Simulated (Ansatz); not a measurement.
# Work function of Na(111): what the settings cost and change, part 2 of 2

Aim: the numerical settings behind the work function of Na(111), with the cost of each.

Ansatz 0.2.0; plane-wave DFT, PBE, Ansatz PAW.

So far. Step 7 (Slab): The work function is 2.690 eV, +0.108 eV from the run “cutoff 420 eV”, at 0.32 times its CPU time.

### 8. Slab

The input, input.yaml:

```yaml
crystal:
  lattice:
    - [5.9821233688, 0.0, 0.0]
    - [2.9910616844, 5.180670806, 0.0]
    - [0.0, 0.0, 30.2109581934]
  atoms:
    - { symbol: Na, position: [0.6666666667, 0.6666666667, 0.2979051489] }
    - { symbol: Na, position: [0.0, 0.0, 0.3383241191] }
    - { symbol: Na, position: [0.3333333333, 0.3333333333, 0.3787430894] }
    - { symbol: Na, position: [0.6666666667, 0.6666666667, 0.4191620596] }
    - { symbol: Na, position: [0.0, 0.0, 0.4595810298] }
    - { symbol: Na, position: [0.3333333333, 0.3333333333, 0.5] }
    - { symbol: Na, position: [0.6666666667, 0.6666666667, 0.5404189702] }
    - { symbol: Na, position: [0.0, 0.0, 0.5808379404] }
    - { symbol: Na, position: [0.3333333333, 0.3333333333, 0.6212569106] }
    - { symbol: Na, position: [0.6666666667, 0.6666666667, 0.6616758809] }
    - { symbol: Na, position: [0.0, 0.0, 0.7020948511] }
kpoints:
  mp_grid: { grid: [5, 5, 1] }
hamiltonian:
  xc: pbe
scf:
  occupations: { method: fermi_dirac, width: 0.1 }
  convergence: { dr2_threshold: 1.0e-09 }
efield:
  axis: 3
  dipole_correction: true
  ramp_position: 0.97
  ramp_width: 0.06
output:
  write_potential: true
  write_density: true
  volumetric_format: npy
```

The run is started by

```
ansatz run input.yaml --threads 2 --pin off --max-ram 3072MiB --backend cpu --events-out ev --progress --plain --runs-dir out
```

Numbers of over 12 decimals in the logs are rounded to 6 here.

The program printed:

```text
[...]
Crystal: 11 atoms, lattice volume = 936.280 Å³
Basis set: ecut = 420 eV, 18149 PW (Γ)
Bands: 61, of which v1, the nominal top of the filled ones, is band 50 counted from 1 (49 counted from 0)
Symmetry: 6 space group operations
k-points: 5 of 25 (time reversal used)
[...]
k-point 1: bands = [... 46 lower, -2.2752, -1.3424, -0.3431, -0.1458, 0.2748, 0.6339, 0.7129, 0.9963, ... 7 higher]
  k-point 2: bands = [... 46 lower, -1.6933, -1.5921, -1.2472, -0.6900, -0.4691, 0.2973, 0.3014, 0.4040, ... 7 higher]
  k-point 4: bands = [... 46 lower, -1.7456, -1.6421, -1.0311, -1.0179, -0.8419, -0.5881, -0.0709, 0.0445, ... 7 higher]
[key lines of the parts left out:]
SCF converged after 8 iterations
Free energy (F): -16349.645167 eV
Fermi energy:    -0.682156 eV
Dipole field:    D = 0.000001 V/Å  (p = 0.000007 e·Å, saw-weighted, corrected)
Work function:   Φ+ = 2.6119 eV   Φ− = 2.6120 eV
```

Wall time 41 s (2 threads of Arm Neoverse N1, shared host); peak memory 1 GiB.

The work function is 2.612 eV, +0.030 eV from the run “cutoff 420 eV”, at 0.53 times its CPU time.

### 9. Run

input.yaml, as its differences from that of step 8:

```diff
@@ -18,3 +18,3 @@
 kpoints:
-  mp_grid: { grid: [5, 5, 1] }
+  mp_grid: { grid: [12, 12, 1] }
 hamiltonian:
```

The program printed:

```text
[...]
Crystal: 11 atoms, lattice volume = 936.280 Å³
Basis set: ecut = 420 eV, 18149 PW (Γ)
Bands: 61, of which v1, the nominal top of the filled ones, is band 50 counted from 1 (49 counted from 0)
Symmetry: 6 space group operations
k-points: 19 of 144 (time reversal used)
[...]
k-point 1: bands = [... 46 lower, -2.4618, -1.5227, -0.5178, 0.4640, 0.8764, 1.1341, 1.2761, 1.3517, ... 7 higher]
  k-point 2: bands = [... 46 lower, -2.3446, -1.4077, -0.4059, 0.1318, 0.5486, 0.6015, 0.8119, 1.2291, ... 7 higher]
  k-point 18: bands = [... 46 lower, -1.8051, -1.4312, -1.4312, -1.2737, -0.7236, -0.7236, -0.4605, 0.2494, ... 7 higher]
[key lines of the parts left out:]
SCF converged after 8 iterations
Free energy (F): -16349.686615 eV
Fermi energy:    -0.653795 eV
Dipole field:    D = 0.000001 V/Å  (p = 0.000005 e·Å, saw-weighted, corrected)
Work function:   Φ+ = 2.5819 eV   Φ− = 2.5820 eV
```

Run time: 2.4 min. Hardware: 2 threads; peak memory 1.7 GiB; 4.2 min of CPU time.

The work function is 2.582 eV, -0.000 eV from the run “cutoff 420 eV”, at 2.0 times its CPU time.

### 10. Slab

input.yaml, as its differences from that of step 9:

```diff
@@ -18,3 +18,3 @@
 kpoints:
-  mp_grid: { grid: [12, 12, 1] }
+  mp_grid: { grid: [8, 8, 1] }
 hamiltonian:
@@ -22,3 +22,3 @@
 scf:
-  occupations: { method: fermi_dirac, width: 0.1 }
+  occupations: { method: gaussian, width: 0.05 }
   convergence: { dr2_threshold: 1.0e-09 }
```

The program printed:

```text
[...]
Crystal: 11 atoms, lattice volume = 936.280 Å³
Basis set: ecut = 420 eV, 18149 PW (Γ)
Bands: 61, of which v1, the nominal top of the filled ones, is band 50 counted from 1 (49 counted from 0)
Symmetry: 6 space group operations
k-points: 10 of 64 (time reversal used)
[...]
k-point 1: bands = [... 46 lower, -2.3967, -1.4636, -0.4585, 0.4913, 0.5251, 0.9516, 0.9572, 1.3511, ... 7 higher]
  k-point 2: bands = [... 46 lower, -2.1337, -1.2067, -0.5814, -0.2198, -0.0942, 0.5547, 0.6060, 0.7674, ... 7 higher]
  k-point 9: bands = [... 46 lower, -1.6228, -1.5265, -1.3535, -0.9330, -0.8523, -0.7552, -0.1329, 0.0802, ... 7 higher]
[key lines of the parts left out:]
SCF converged after 9 iterations
Free energy (F): -16349.601386 eV
Fermi energy:    -0.619932 eV
Dipole field:    D = 0.000003 V/Å  (p = 0.000013 e·Å, saw-weighted, corrected)
Work function:   Φ+ = 2.5380 eV   Φ− = 2.5381 eV
```

Elapsed: 73 s, on 2 threads; peak memory 1.2 GiB; 2.1 min of CPU time.

The work function is 2.538 eV, -0.044 eV from the run “cutoff 420 eV”, at 0.99 times its CPU time.

### 11. Run

input.yaml, as its differences from that of step 10:

```diff
@@ -22,3 +22,3 @@
 scf:
-  occupations: { method: gaussian, width: 0.05 }
+  occupations: { method: methfessel_paxton, width: 0.2 }
   convergence: { dr2_threshold: 1.0e-09 }
```

The program printed:

```text
[...]
Crystal: 11 atoms, lattice volume = 936.280 Å³
Basis set: ecut = 420 eV, 18149 PW (Γ)
Bands: 61, of which v1, the nominal top of the filled ones, is band 50 counted from 1 (49 counted from 0)
Symmetry: 6 space group operations
k-points: 10 of 64 (time reversal used)
[...]
k-point 1: bands = [... 46 lower, -2.3954, -1.4611, -0.4573, 0.4995, 0.5261, 0.9602, 0.9666, 1.3524, ... 7 higher]
  k-point 2: bands = [... 46 lower, -2.1324, -1.2042, -0.5719, -0.2174, -0.0867, 0.5641, 0.6074, 0.7673, ... 7 higher]
  k-point 9: bands = [... 46 lower, -1.6145, -1.5177, -1.3442, -0.9301, -0.8448, -0.7536, -0.1312, 0.0824, ... 7 higher]
[key lines of the parts left out:]
SCF converged after 8 iterations
Free energy (F): -16349.592216 eV
Fermi energy:    -0.621105 eV
Dipole field:    D = 0.000001 V/Å  (p = 0.000003 e·Å, saw-weighted, corrected)
Work function:   Φ+ = 2.5343 eV   Φ− = 2.5344 eV
```

It took 73 s on 2 threads; peak memory 1.2 GiB; 2.1 min of CPU time.

The work function is 2.534 eV, -0.048 eV from the run “cutoff 420 eV”, at 0.99 times its CPU time.

### 12. Run

input.yaml, as its differences from that of step 11:

```diff
@@ -22,3 +22,3 @@
 scf:
-  occupations: { method: methfessel_paxton, width: 0.2 }
+  occupations: { method: fermi_dirac, width: 0.3 }
   convergence: { dr2_threshold: 1.0e-09 }
```

The program printed:

```text
band count auto-derived: 76 (N_el = 99.0; filled up to band 50; 61 by the electrons, moments and atoms)
[...]
Crystal: 11 atoms, lattice volume = 936.280 Å³
Basis set: ecut = 420 eV, 18149 PW (Γ)
Bands: 76, of which v1, the nominal top of the filled ones, is band 50 counted from 1 (49 counted from 0)
Symmetry: 6 space group operations
[...]
k-point 1: bands = [... 46 lower, -2.4796, -1.5332, -0.5213, 0.4217, 0.4673, 0.8692, 0.8855, 1.2999, ... 22 higher]
  k-point 2: bands = [... 46 lower, -2.2167, -1.2764, -0.6525, -0.2846, -0.1748, 0.4830, 0.5226, 0.7109, ... 22 higher]
  k-point 9: bands = [... 46 lower, -1.7061, -1.6091, -1.4252, -1.0163, -0.9323, -0.8380, -0.2147, 0.0109, ... 22 higher]
[key lines of the parts left out:]
SCF converged after 9 iterations
Free energy (F): -16350.442168 eV
Fermi energy:    -0.756569 eV
Dipole field:    D = 0.000002 V/Å  (p = 0.000009 e·Å, saw-weighted, corrected)
Work function:   Φ+ = 2.7587 eV   Φ− = 2.7588 eV
```

Run time: 97 s. Hardware: 2 threads; peak memory 1.4 GiB; 2.8 min of CPU time.

The work function is 2.759 eV, +0.177 eV from the run “cutoff 420 eV”, at 1.3 times its CPU time.

### 13. Run

input.yaml, as its differences from that of step 12:

```diff
@@ -22,3 +22,3 @@
 scf:
-  occupations: { method: fermi_dirac, width: 0.3 }
+  occupations: { method: cold, width: 0.1 }
   convergence: { dr2_threshold: 1.0e-09 }
```

The program printed:

```text
[...]
Crystal: 11 atoms, lattice volume = 936.280 Å³
Basis set: ecut = 420 eV, 18149 PW (Γ)
Bands: 61, of which v1, the nominal top of the filled ones, is band 50 counted from 1 (49 counted from 0)
Symmetry: 6 space group operations
k-points: 10 of 64 (time reversal used)
[...]
k-point 1: bands = [... 46 lower, -2.3993, -1.4645, -0.4597, 0.4909, 0.5240, 0.9529, 0.9569, 1.3504, ... 7 higher]
  k-point 2: bands = [... 46 lower, -2.1364, -1.2076, -0.5817, -0.2206, -0.0933, 0.5544, 0.6034, 0.7662, ... 7 higher]
  k-point 9: bands = [... 46 lower, -1.6219, -1.5250, -1.3538, -0.9349, -0.8517, -0.7576, -0.1351, 0.0791, ... 7 higher]
[key lines of the parts left out:]
SCF converged after 8 iterations
Free energy (F): -16349.597471 eV
Fermi energy:    -0.628465 eV
Dipole field:    D = -0.000001 V/Å  (p = -0.000004 e·Å, saw-weighted, corrected)
Work function:   Φ+ = 2.5473 eV   Φ− = 2.5473 eV
```

Wall time 71 s (2 threads); peak memory 1.2 GiB; 2 min of CPU time.

The work function is 2.547 eV, -0.035 eV from the run “cutoff 420 eV”, at 0.94 times its CPU time.

### 14. The series together

Times are for 2 threads of Arm Neoverse N1, shared host. Results by setting:

```csv
no.,setting,"work function, upper face (eV)",time,memory (GiB)
1,cutoff 200 eV,2.671,24 s,0.56
2,cutoff 300 eV,2.582,48 s,0.85
3,cutoff 420 eV,2.582,75 s,1.2
4,cutoff 600 eV,2.582,2.2 min,1.9
5,mesh 1x1,3.047,13 s,0.56
6,mesh 3x3,2.690,26 s,0.92
7,mesh 5x5,2.612,41 s,1.0
8,mesh 12x12,2.582,2.4 min,1.7
9,Gaussian smearing 0.05 eV,2.538,73 s,1.2
10,methfessel_paxton smearing 0.2 eV,2.534,73 s,1.2
11,fermi_dirac smearing 0.3 eV,2.759,97 s,1.4
12,cold smearing 0.1 eV,2.547,71 s,1.2
```

### 15. Varying the input

An input spoilt on purpose, to show how the run answers: it repeats the earlier run “cutoff 200 eV” with crystal.atoms[0].spin to 2.0, and scf.max_iter set to 80; its output block differs too.

input.yaml, as its differences from that of step 13:

```diff
@@ -6,3 +6,3 @@
   atoms:
-    - { symbol: Na, position: [0.6666666667, 0.6666666667, 0.2979051489] }
+    - { symbol: Na, position: [0.6666666667, 0.6666666667, 0.2979051489], spin: 2.0 }
     - { symbol: Na, position: [0.0, 0.0, 0.3383241191] }
@@ -22,4 +22,5 @@
 scf:
-  occupations: { method: cold, width: 0.1 }
+  occupations: { method: fermi_dirac, width: 0.1 }
   convergence: { dr2_threshold: 1.0e-09 }
+  max_iter: 80
 efield:
@@ -29,2 +30,4 @@
   ramp_width: 0.06
+basis:
+  ecutwfc: "200 eV"
 output:
```

The program printed:

```text
Error: inconsistent input (magnetization.spin_polarized): false but per-atom `spin:`, `per_species`, `initial_magnetization`, `magnetic_field`, or `spin_locking` is set
```

The job ended after 0.02 s (2 threads; peak memory 0.1 GiB).

The input was rejected at the start.

The program's message: “Error: inconsistent input (magnetization.spin_polarized): false but per-atom `spin:`, `per_species`, `initial_magnetization`, `magnetic_field`, or `spin_locking` is set”

The fault put into the input: a moment without spin polarisation.

### 16. What came out

```yaml
work_function_cutoff_420_ev: 2.582 eV
work_function_cutoff_600_ev: 2.582 eV
work_function_mesh_1x1: 3.047 eV
work_function_methfessel_paxton_smearing_0p2_ev: 2.534 eV
```

The run at the highest cutoff gives 2.58 eV, and the settings tried spread the value from 2.53 to 3.05 eV. Against 600 eV, a cutoff of 200 eV is off by +0.089 eV. Against 600 eV, a cutoff of 420 eV is off by +0.000 eV. Against the finest mesh, 12 points along a, the coarser ones are off by +0.47 (1), +0.11 (3) and +0.03 (5) eV. The smearing schemes and widths spread it over 0.22 eV. The ladder's slabs use the tabulated experimental lattice constant (two decimals; a low-temperature value for the alkali metals). In 1 run of the series (cutoff 200 eV) the program warns that electrons reach the sawtooth's ramp, which makes dipole and work function less sure.

[Logs are printed without paths, hosts, clocks, repeated set-up lines and the standing remarks that a program may print on its own settings, such as how far it seeks lower states.]

[Hosts, paths, dates, database ids (printed as entryN), source tags and the programs' standing remarks are cut or masked in the printed files.]

[Maps of the electrostatic potential energy from Ansatz leave out the sawtooth potential of an applied field or a dipole correction, so their vacuum need not be flat; planar profiles and work functions include it.]
